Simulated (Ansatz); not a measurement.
# What RbSbS3 in P4_2/mmc, a phase reached by a soft mode distorts into, part 2 of 3

Aim: this structure of RbSbS3 in P4_2/mmc, a phase reached by a soft mode is to be tested for unstable modes, and one is followed downhill.

Ansatz 0.2.0; DFT PBEsol, scalar-relativistic, plane waves, PAW; PAW set soft_1.

So far. Step 4 (The mode frozen in, largest atomic shift 0.32 Å): The run ends at a pressure of 0.05 GPa, with forces up to 0.11 eV/Å. Step 5 (Energy along the mode, all amplitudes (two of the runs …): The lowest of the steps tried is at 0.32 Å, 1.75 meV/atom below the parent; the bottom of the well need not coincide with a step.

The structure was built from a prototype and need not be the compound's stable phase.

## Step 6: Relaxing from the distorted cell

Starting from the lowest point found, all atoms and the cell are let go, so that strain and other modes of the same symmetry can join in.

The input, input.yaml:

```yaml
crystal:
  lattice:
    - [4.9931665696, 0.0, 0.0]
    - [0.0, 4.9931665696, 0.0]
    - [0.0, 0.0, 10.4183272657]
  atoms:
    - { symbol: Rb, position: [0.0041283949, 0.0, 0.0] }
    - { symbol: Rb, position: [-0.0231207371, 0.0, 0.5] }
    - { symbol: Sb, position: [0.511974409, 0.5, 0.25] }
    - { symbol: Sb, position: [0.511974409, 0.5, 0.75] }
    - { symbol: S, position: [0.4359124124, 0.5, 0.5] }
    - { symbol: S, position: [0.5062585526, 0.5, 0.0] }
    - { symbol: S, position: [0.5039187448, 0.0, 0.1925476471] }
    - { symbol: S, position: [0.5039187448, 0.0, 0.8074523529] }
    - { symbol: S, position: [0.0048339763, 0.5, 0.3074523529] }
    - { symbol: S, position: [0.0048339763, 0.5, 0.6925476471] }
kpoints:
  mp_grid: { grid: [8, 8, 4] }
hamiltonian:
  xc: pbesol
  pseudopotentials: { kind: paw, azcp: { folder: soft_1 }, xc_functional: pbe }
scf:
  occupations: { method: methfessel_paxton, width: 0.2 }
output:
  forces: true
  stress: true
  eigenvalues: true
relax:
  adjacent_minimum: "off"
  f_tol: 0.002
  max_steps: 120
  cell: { stress_tol: 0.03 }
```

The run is started by

```bash
$ ansatz run input.yaml --threads 8 --pin off --max-ram 16384MiB --backend cpu --events-out ev --progress --plain --runs-dir out
```

Numbers of over 12 decimals in the logs are rounded to 6 here.

Output:

```text
[...]
Crystal: 10 atoms, lattice volume = 259.747 Å³
Basis set: ecut = 420 eV, 5103 PW (Γ), exchange–correlation on 72×72×144 points (8 copies of the dense FFT grid, shifted against one another)
Bands: 52, of which v1, the nominal top of the filled ones, is band 42 counted from 1 (41 counted from 0)
Symmetry: 4 space group operations
[...]
k-points: 75 of 256 (time reversal used)
[...]
SCF iter   1: F=—  HF=-24566.207504 eV  |F-HF|=—  |Δ(HF+E_count)|=         —  Δρ=3.44e-2  dr2=8.10e0  ethr=3.10e-3  ⟨swp⟩=9.5  Hψ=19226  notcnv=0
[...]
SCF iter  12: F=-24563.028584 eV  HF=-24563.028584 eV  |F-HF|=9.41e-9  |Δ(HF+E_count)|=   3.28e-8  S|Δr|=    0.00e0  Δρ=1.30e-6  dr2=2.18e-8  ethr=1.19e-10  ⟨swp⟩=17.1  Hψ=21491  notcnv=0
SCF 1 converged in 12 iterations: F = -24563.028584 eV  dr2 = 2.18e-8
[...]
relax step   1: F+E_penalty+E_count = -24563.02858421 eV  Δ(F+E_penalty+E_count) = +0.000e0 eV  max|allowed force component| = 1.109e-1 eV/Å  Δτ_max = 0.0000 Å  P = +0.049 GPa  Ω = 259.747 Å³  (12 SCF iters, dr2 threshold 1.00e-7 eV, accepted)
Crystal: 10 atoms, lattice volume = 259.875 Å³
Basis set: ecut = 420 eV, 5115 PW (Γ), exchange–correlation on 72×72×144 points (8 copies of the dense FFT grid, shifted against one another)
[...]
iter 1 solved again at ethr=2.67e-5 eV; its pass at ethr=3.10e-3 eV (dr2=2.24e-2 eV) is discarded
[...]
SCF iter   6: F=-24563.045530 eV  HF=-24563.045531 eV  |F-HF|=1.10e-7  |Δ(HF+E_count)|=   1.24e-6  S|Δr|=    0.00e0  Δρ=7.40e-6  dr2=1.79e-7  ethr=9.15e-10  ⟨swp⟩=8.2  Hψ=21715  notcnv=0
SCF 2 converged in 6 iterations: F = -24563.045530 eV  dr2 = 1.79e-7
[...]
relax step   2: F+E_penalty+E_count = -24563.04553043 eV  Δ(F+E_penalty+E_count) = -1.695e-2 eV  max|allowed force component| = 8.518e-2 eV/Å  Δτ_max = 0.0735 Å  P = -0.004 GPa  Ω = 259.875 Å³  energy of the carried Pulay correction = -1.240e-5 eV  (6 SCF iters, dr2 threshold 7.68e-7 eV, accepted)
Crystal: 10 atoms, lattice volume = 259.757 Å³
Basis set: ecut = 420 eV, 5083 PW (Γ), exchange–correlation on 72×72×144 points (8 copies of the dense FFT grid, shifted against one another)
[...]
SCF iter   7: F=-24563.081136 eV  HF=-24563.081137 eV  |F-HF|=2.64e-7  |Δ(HF+E_count)|=   1.80e-7  S|Δr|=    0.00e0  Δρ=7.71e-6  dr2=3.39e-7  ethr=5.40e-10  ⟨swp⟩=10.3  Hψ=19509  notcnv=0
SCF 3 converged in 7 iterations: F = -24563.081136 eV  dr2 = 3.39e-7
relax step   3: F+E_penalty+E_count = -24563.08113646 eV  Δ(F+E_penalty+E_count) = -3.561e-2 eV  max|allowed force component| = 1.163e-1 eV/Å  Δτ_max = 0.1952 Å  P = -0.059 GPa  Ω = 259.757 Å³  energy of the carried Pulay correction = -9.600e-7 eV  (7 SCF iters, dr2 threshold 4.53e-7 eV, accepted)
[... from here on, the SCF cycles and remarks between the steps are left out ...]
relax step   4: F+E_penalty+E_count = -24563.10636009 eV  Δ(F+E_penalty+E_count) = -2.522e-2 eV  max|allowed force component| = 6.765e-2 eV/Å  Δτ_max = 0.1924 Å  P = +0.114 GPa  Ω = 258.944 Å³  energy of the carried Pulay correction = +7.803e-5 eV  (7 SCF iters, dr2 threshold 8.45e-7 eV, accepted)
relax step   5: F+E_penalty+E_count = -24563.11133506 eV  Δ(F+E_penalty+E_count) = -4.975e-3 eV  max|allowed force component| = 1.521e-1 eV/Å  Δτ_max = 0.0992 Å  P = -0.029 GPa  Ω = 259.620 Å³  energy of the carried Pulay correction = +1.229e-5 eV  (7 SCF iters, dr2 threshold 2.86e-7 eV, accepted)
relax step   6: F+E_penalty+E_count = -24563.12338355 eV  Δ(F+E_penalty+E_count) = -1.205e-2 eV  max|allowed force component| = 1.060e-1 eV/Å  Δτ_max = 0.0400 Å  P = -0.088 GPa  Ω = 260.118 Å³  energy of the carried Pulay correction = -3.602e-5 eV  (6 SCF iters, dr2 threshold 1.00e-6 eV, accepted)
relax step   7: F+E_penalty+E_count = -24563.16734046 eV  Δ(F+E_penalty+E_count) = -4.396e-2 eV  max|allowed force component| = 2.445e-1 eV/Å  Δτ_max = 0.1973 Å  P = +0.101 GPa  Ω = 260.948 Å³  energy of the carried Pulay correction = -1.164e-4 eV  (8 SCF iters, dr2 threshold 7.02e-7 eV, accepted)
relax step   8: F+E_penalty+E_count = -24563.27542437 eV  Δ(F+E_penalty+E_count) = -1.081e-1 eV  max|allowed force component| = 3.281e-1 eV/Å  Δτ_max = 0.1956 Å  P = +0.065 GPa  Ω = 262.897 Å³  energy of the carried Pulay correction = -3.040e-4 eV  (8 SCF iters, dr2 threshold 1.00e-6 eV, accepted)
relax step   9: F+E_penalty+E_count = -24563.50333048 eV  Δ(F+E_penalty+E_count) = -2.279e-1 eV  max|allowed force component| = 4.138e-1 eV/Å  Δτ_max = 0.1946 Å  P = -0.072 GPa  Ω = 263.739 Å³  energy of the carried Pulay correction = -3.846e-4 eV  (8 SCF iters, dr2 threshold 1.00e-6 eV, accepted)
relax step  10: F+E_penalty+E_count = -24563.68552366 eV  Δ(F+E_penalty+E_count) = -1.822e-1 eV  max|allowed force component| = 9.455e-1 eV/Å  Δτ_max = 0.1963 Å  P = +0.590 GPa  Ω = 263.687 Å³  energy of the carried Pulay correction = -3.797e-4 eV  (7 SCF iters, dr2 threshold 1.00e-6 eV, accepted)
relax step  11: F+E_penalty+E_count = -24563.78700743 eV  Δ(F+E_penalty+E_count) = -1.015e-1 eV  max|allowed force component| = 9.653e-1 eV/Å  Δτ_max = 0.1950 Å  P = +0.259 GPa  Ω = 263.652 Å³  energy of the carried Pulay correction = -3.763e-4 eV  (8 SCF iters, dr2 threshold 1.00e-6 eV, accepted)
relax step  12: F+E_penalty+E_count = -24563.89624228 eV  Δ(F+E_penalty+E_count) = -1.092e-1 eV  max|allowed force component| = 3.114e-1 eV/Å  Δτ_max = 0.1363 Å  P = +0.334 GPa  Ω = 266.386 Å³  energy of the carried Pulay correction = -6.365e-4 eV  (8 SCF iters, dr2 threshold 1.00e-6 eV, accepted)
relax step  13: F+E_penalty+E_count = -24563.95716834 eV  Δ(F+E_penalty+E_count) = -6.093e-2 eV  max|allowed force component| = 3.272e-1 eV/Å  Δτ_max = 0.0840 Å  P = +0.605 GPa  Ω = 269.806 Å³  energy of the carried Pulay correction = -9.581e-4 eV  (7 SCF iters, dr2 threshold 1.00e-6 eV, accepted)
relax step  14: F+E_penalty+E_count = -24563.82369286 eV  Δ(F+E_penalty+E_count) = +1.335e-1 eV  max|allowed force component| = 5.045e-1 eV/Å  Δτ_max = 0.1950 Å  P = -0.164 GPa  Ω = 275.481 Å³  energy of the carried Pulay correction = -1.483e-3 eV  (8 SCF iters, dr2 threshold 1.00e-6 eV, rejected (line search))
relax step  15: F+E_penalty+E_count = -24563.97661577 eV  Δ(F+E_penalty+E_count) = -1.945e-2 eV  max|allowed force component| = 6.857e-2 eV/Å  Δτ_max = 0.0477 Å  P = +0.058 GPa  Ω = 273.227 Å³  energy of the carried Pulay correction = -1.276e-3 eV  (13 SCF iters, accepted)
relax step  16: F+E_penalty+E_count = -24563.97932490 eV  Δ(F+E_penalty+E_count) = -2.709e-3 eV  max|allowed force component| = 1.696e-2 eV/Å  Δτ_max = 0.0327 Å  P = -0.016 GPa  Ω = 273.837 Å³  energy of the carried Pulay correction = -1.332e-3 eV  (7 SCF iters, dr2 threshold 2.94e-7 eV, accepted)
relax step  17: F+E_penalty+E_count = -24563.97971834 eV  Δ(F+E_penalty+E_count) = -3.934e-4 eV  max|allowed force component| = 8.812e-3 eV/Å  Δτ_max = 0.0051 Å  P = -0.006 GPa  Ω = 273.572 Å³  energy of the carried Pulay correction = -1.308e-3 eV  (7 SCF iters, dr2 threshold 1.80e-8 eV, accepted)
relax step  18: F+E_penalty+E_count = -24563.97998503 eV  Δ(F+E_penalty+E_count) = -2.667e-4 eV  max|allowed force component| = 1.513e-3 eV/Å  Δτ_max = 0.0066 Å  P = +0.002 GPa  Ω = 273.294 Å³  energy of the carried Pulay correction = -1.282e-3 eV  (8 SCF iters, dr2 threshold 5.15e-9 eV, accepted)
relax step  19: F+E_penalty+E_count = -24564.02643394 eV  Δ(F+E_penalty+E_count) = -4.645e-2 eV  max|allowed force component| = 1.536e-3 eV/Å  Δτ_max = 0.0000 Å  P = +0.215 GPa  Ω = 273.294 Å³  stress off target by 5.92e-1 GPa  SCF on the basis re-selected at this cell (its energy is not comparable with the rows above)  (8 SCF iters)
relax step  20: F+E_penalty+E_count = -24564.03790591 eV  Δ(F+E_penalty+E_count) = -1.147e-2 eV  max|allowed force component| = 3.552e-2 eV/Å  Δτ_max = 0.0289 Å  P = +0.105 GPa  Ω = 276.977 Å³  energy of the carried Pulay correction = -3.281e-4 eV  (6 SCF iters, dr2 threshold 8.76e-7 eV, accepted)
relax step  21: F+E_penalty+E_count = -24564.04147356 eV  Δ(F+E_penalty+E_count) = -3.568e-3 eV  max|allowed force component| = 1.504e-2 eV/Å  Δτ_max = 0.0280 Å  P = +0.008 GPa  Ω = 280.310 Å³  energy of the carried Pulay correction = -6.241e-4 eV  (8 SCF iters, dr2 threshold 1.56e-7 eV, accepted)
relax step  22: F+E_penalty+E_count = -24564.04153201 eV  Δ(F+E_penalty+E_count) = -5.844e-5 eV  max|allowed force component| = 1.743e-2 eV/Å  Δτ_max = 0.0112 Å  P = +0.006 GPa  Ω = 280.962 Å³  energy of the carried Pulay correction = -6.809e-4 eV  (8 SCF iters, dr2 threshold 1.41e-8 eV, accepted)
relax step  23: F+E_penalty+E_count = -24564.04155436 eV  Δ(F+E_penalty+E_count) = -2.235e-5 eV  max|allowed force component| = 2.854e-2 eV/Å  Δτ_max = 0.0064 Å  P = +0.000 GPa  Ω = 280.623 Å³  energy of the carried Pulay correction = -6.503e-4 eV  (6 SCF iters, dr2 threshold 1.90e-8 eV, rejected (line search))
relax step  24: F+E_penalty+E_count = -24564.04165048 eV  Δ(F+E_penalty+E_count) = -1.185e-4 eV  max|allowed force component| = 4.833e-3 eV/Å  Δτ_max = 0.0031 Å  P = -0.004 GPa  Ω = 280.978 Å³  energy of the carried Pulay correction = -6.827e-4 eV  (9 SCF iters, accepted)
relax step  25: F+E_penalty+E_count = -24564.04168578 eV  Δ(F+E_penalty+E_count) = -3.530e-5 eV  max|allowed force component| = 6.220e-3 eV/Å  Δτ_max = 0.0021 Å  P = +0.003 GPa  Ω = 280.807 Å³  energy of the carried Pulay correction = -6.674e-4 eV  (7 SCF iters, dr2 threshold 1.46e-9 eV, accepted)
relax step  26: F+E_penalty+E_count = -24564.04168978 eV  Δ(F+E_penalty+E_count) = -3.996e-6 eV  max|allowed force component| = 3.814e-4 eV/Å  Δτ_max = 0.0005 Å  P = +0.000 GPa  Ω = 280.811 Å³  energy of the carried Pulay correction = -6.679e-4 eV  (5 SCF iters, dr2 threshold 2.42e-9 eV, accepted)
[...]
SCF iter   1: F=—  HF=-24564.042376 eV  |F-HF|=—  |Δ(HF+E_count)|=         —  Δρ=3.29e-5  dr2=3.73e-7  ethr=1.30e-6  ⟨swp⟩=3.8  Hψ=29674  notcnv=0
eigensolver tolerance schedule: the retry pair's looser diagonalisation over-reported the residual by 2933.56 of it (diagonalisation noise at an unbounded share of the residual, at the tolerance the schedule requests for it); recorded, not acted on — ethr = c·dr2/N_el stays at c = 1.0e-1
SCF iter   2: F=—  HF=-24564.042505 eV  |F-HF|=—  |Δ(HF+E_count)|=   1.29e-4  S|Δr|=    0.00e0  Δρ=1.69e-5  dr2=1.25e-7  ethr=4.44e-10  ⟨swp⟩=3.9  Hψ=10309  notcnv=0
[...]
SCF iter   6: F=-24564.042506 eV  HF=-24564.042506 eV  |F-HF|=1.09e-11  |Δ(HF+E_count)|=  2.18e-11  S|Δr|=    0.00e0  Δρ=8.55e-8  dr2=2.23e-11  ethr=1.00e-12  ⟨swp⟩=9.2  Hψ=20147  notcnv=0
SCF 27 converged in 6 iterations: F = -24564.042506 eV  dr2 = 2.23e-11
relax step  27: F+E_penalty+E_count = -24564.04250605 eV  Δ(F+E_penalty+E_count) = -8.163e-4 eV  max|allowed force component| = 3.987e-4 eV/Å  Δτ_max = 0.0000 Å  P = +0.002 GPa  Ω = 280.811 Å³  stress off target by 5.12e-3 GPa  SCF on the basis re-selected at this cell (its energy is not comparable with the rows above)  (6 SCF iters)
[...]
SCF converged after 6 iterations
[...]
Free energy (F): -24564.042506 eV
[...]
Internal energy: -24564.055546 eV  (E = F + TS)
E sigma→0 (E₀):  -24564.045766 eV
Entropy (-TS):   0.013040 eV (1.304 meV/atom)
Fermi energy:    5.120990 eV
[...]
--- Forces (eV/Å), atoms counted from 1 ---
  atom   1  Rb    -0.00005201     0.00000000     0.00000000
  atom   2  Rb    -0.00009052    -0.00000000    -0.00000000
  atom   3  Sb     0.00028168     0.00000000    -0.00016119
  atom   4  Sb     0.00028168     0.00000000     0.00016119
  atom   5  S     -0.00016939    -0.00000000    -0.00000000
  atom   6  S      0.00039307     0.00000000    -0.00000000
  atom   7  S      0.00007727    -0.00000000     0.00004210
  atom   8  S      0.00007727     0.00000000    -0.00004210
  atom   9  S     -0.00039853     0.00000000    -0.00024009
  atom  10  S     -0.00039853     0.00000000     0.00024009
  max |Σ_I F_I| component: 2.01e-6 eV/Å
--- Stress (GPa, compression-positive) ---
        0.005124       0.000000      -0.000000
        0.000000       0.000588       0.000000
       -0.000000       0.000000       0.000445
  P = ⅓ Tr σ = 0.0021 GPa (0.021 kbar)
--- Band table (eV; the first three rows and the last of 75) ---
  k-point 0: bands = [... 38 lower, 3.9751, 4.0440, 4.2000, 4.3309, 4.7663, 6.9727, 7.7031, 8.3180, ... 6 higher]
  k-point 1: bands = [... 38 lower, 3.8974, 4.0571, 4.2211, 4.4696, 4.6572, 6.3674, 8.0602, 8.4660, ... 6 higher]
  k-point 2: bands = [... 38 lower, 3.7934, 4.0840, 4.2120, 4.5478, 4.6500, 5.9176, 8.2462, 8.6451, ... 6 higher]
  k-point 74: bands = [... 38 lower, 4.0452, 4.0698, 4.2639, 5.2026, 6.1455, 6.5294, 7.2866, 8.0784, ... 6 higher]
--- Relaxed structure (25 steps of the walk, 23 accepted, 2 SCFs on fresh bases) ---
  F+E_penalty+E_count = -24564.04250605 eV   max|allowed force component| = 3.987e-4 eV/Å   (the final SCF, on the basis selected at the relaxed cell)
  cell:  # Å, volume = 280.8107 Å³
    - [6.329983, 0, -5.5355820478710036e-17]
    - [0, 4.568826, 0]
    - [-1.155008641850175e-16, 0, 9.709716]
  atoms:
    - { symbol: Rb, position: [-0.014527, 0, 8.002027283803284e-19] }
    - { symbol: Rb, position: [0.062675, 0, 0.500000] }
    - { symbol: Sb, position: [0.588867, 0.500000, 0.259936] }
    - { symbol: Sb, position: [0.588867, 0.500000, 0.740064] }
    - { symbol: S, position: [0.444946, 0.500000, 0.500000] }
    - { symbol: S, position: [0.456836, 0.500000, 1.6187491546145223e-18] }
    - { symbol: S, position: [0.465344, 0, 0.177668] }
    - { symbol: S, position: [0.465344, 0, 0.822332] }
    - { symbol: S, position: [-0.046859, 0.500000, 0.258985] }
    - { symbol: S, position: [-0.046859, 0.500000, 0.741015] }
```

Wall time 5.4 min (8 threads of Arm Neoverse V2, shared host); peak memory 1.4 GiB.

Step by step (22 of 27):

| step | energy less that of the first step (eV) | largest force component (eV/Å) | pressure (GPa) | volume (Å³) |
| --- | --- | --- | --- | --- |
| 1 | 0.0000 | 0.1109 | 0.05 | 259.75 |
| 2 | -0.0169 | 0.0852 | 0.00 | 259.87 |
| 3 | -0.0526 | 0.1163 | -0.06 | 259.76 |
| 5 | -0.0828 | 0.1521 | -0.03 | 259.62 |
| 6 | -0.0948 | 0.1060 | -0.09 | 260.12 |
| 7 | -0.1388 | 0.2445 | 0.10 | 260.95 |
| 8 | -0.2468 | 0.3281 | 0.06 | 262.90 |
| 10 | -0.6569 | 0.9455 | 0.59 | 263.69 |
| 11 | -0.7584 | 0.9653 | 0.26 | 263.65 |
| 12 | -0.8677 | 0.3114 | 0.33 | 266.39 |
| 13 | -0.9286 | 0.3272 | 0.60 | 269.81 |
| 15 | -0.9480 | 0.0686 | 0.06 | 273.23 |
| 16 | -0.9507 | 0.0170 | -0.02 | 273.84 |
| 17 | -0.9511 | 0.0088 | -0.01 | 273.57 |
| 18 | -0.9514 | 0.0015 | 0.00 | 273.29 |
| 20 | -1.0093 | 0.0355 | 0.10 | 276.98 |
| 21 | -1.0129 | 0.0150 | 0.01 | 280.31 |
| 22 | -1.0129 | 0.0174 | 0.01 | 280.96 |
| 23 | -1.0130 | 0.0285 | 0.00 | 280.62 |
| 25 | -1.0131 | 0.0062 | 0.00 | 280.81 |
| 26 | -1.0131 | 0.0004 | 0.00 | 280.81 |
| 27* | -1.0139 | 0.0004 | 0.00 | 280.81 |

Relaxation steps marked * repeat the geometry before them on a plane-wave basis chosen anew for their cell, so energy and pressure can jump there. Other such steps can lie between the rows shown. Relaxation steps 14, 23 were tried and not accepted.

Forces are held to the 4 operations that the run works with; a distortion that breaks them can't arise in this run.

| cell as run | before | after | change |
| --- | --- | --- | --- |
| a (Å) | 4.993 | 6.330 | +26.8 % |
| b (Å) | 4.993 | 4.569 | -8.5 % |
| c (Å) | 10.418 | 9.710 | -6.8 % |
| volume (Å³/atom) | 25.97 | 28.08 | +8.1 % |

The atoms that moved most (Å, as changes of fractional coordinates times the final cell):

| atom | dx | dy | dz | length |
| --- | --- | --- | --- | --- |
| S9 | -0.327 | 0.000 | -0.471 | 0.573 |
| S10 | -0.327 | 0.000 | 0.471 | 0.573 |
| Rb2 | 0.543 | 0.000 | 0.000 | 0.543 |
| Sb3 | 0.487 | 0.000 | 0.096 | 0.496 |
| Sb4 | 0.487 | 0.000 | -0.096 | 0.496 |
| S6 | -0.313 | 0.000 | 0.000 | 0.313 |
| S8 | -0.244 | 0.000 | 0.144 | 0.284 |
| S7 | -0.244 | 0.000 | -0.144 | 0.284 |

This step gave:

```yaml
pressure: 0.002052 GPa
volume_per_atom: 28.08 Å³
```

The distorted start has space group Pmm2; the relaxation ends in Pmm2.

## Step 7: The new phase in its own primitive cell

The relaxed structure is symmetrised, reduced to its primitive cell and relaxed tightly, as its phonons need.

input.yaml, the sections that differ from step 6:

```yaml
crystal:
  lattice:
    - [4.5688264193, 0.0, 0.0]
    - [0.0, 9.7097157593, 0.0]
    - [0.0, 0.0, 6.3299829063]
  atoms:
    - { symbol: Rb, position: [0.0, 0.0, 0.985472755] }
    - { symbol: Rb, position: [0.0, 0.5, 0.0626745861] }
    - { symbol: Sb, position: [0.5, 0.7400638627, 0.5888671136] }
    - { symbol: Sb, position: [0.5, 0.2599361373, 0.5888671136] }
    - { symbol: S, position: [0.5, 0.5, 0.4449458706] }
    - { symbol: S, position: [0.5, 0.0, 0.4568359218] }
    - { symbol: S, position: [0.0, 0.8223316243, 0.4653437228] }
    - { symbol: S, position: [0.0, 0.1776683757, 0.4653437228] }
    - { symbol: S, position: [0.5, 0.7410151514, 0.9531410384] }
    - { symbol: S, position: [0.5, 0.2589848486, 0.9531410384] }
kpoints:
  mp_grid: { grid: [8, 4, 6] }
relax:
  adjacent_minimum: "off"
  f_tol: 0.001
  max_steps: 60
  cell: { stress_tol: 0.01 }
# hamiltonian, scf, output: as in step 6
```

Output:

```text
[...]
Crystal: 10 atoms, lattice volume = 280.811 Å³
Basis set: ecut = 420 eV, 5483 PW (Γ), exchange–correlation on 64×144×90 points (8 copies of the dense FFT grid, shifted against one another)
Bands: 52, of which v1, the nominal top of the filled ones, is band 42 counted from 1 (41 counted from 0)
Symmetry: 4 space group operations
[...]
- { symbol: Sb, position: [0.5, 0.7400638627, 0.5888671136] }
    - { symbol: Sb, position: [0.5, 0.2599361373, 0.5888671136] }
    - { symbol: S, position: [0.5, 0.5, 0.4449458706] }
    - { symbol: S, position: [0.5, 0.0, 0.4568359218] }
    - { symbol: S, position: [0.0, 0.8223316243, 0.4653437228] }
    - { symbol: S, position: [0.0, 0.1776683757, 0.4653437228] }
    - { symbol: S, position: [0.5, 0.7410151514, 0.9531410384] }
    - { symbol: S, position: [0.5, 0.2589848486, 0.9531410384] }
[key lines of the parts left out:]
SCF converged after 9 iterations
Free energy (F): -24564.042506 eV
Fermi energy:    5.120995 eV
P = ⅓ Tr σ = 0.0021 GPa (0.021 kbar)
```

It took 24 s on 8 threads; peak memory 1.2 GiB; 3.2 min of CPU time.

Little changed from the start: no atom moved by 0.005 Å and no cell edge by 0.1 %.

Numbers from this step:

- pressure: 0.002053 GPa

The largest force component left is 0.40 meV/Å and the pressure is 0.002 GPa, within the tolerances set. The cell now holds 28.08 Å³/atom.

(Part 2 of 3 ends here.)

[Logs are printed without paths, hosts, clocks, repeated set-up lines and the standing remarks that a program may print on its own settings, such as how far it seeks lower states.]

[Hosts, paths, dates, database ids (printed as entryN), source tags and the programs' standing remarks are cut or masked in the printed files.]
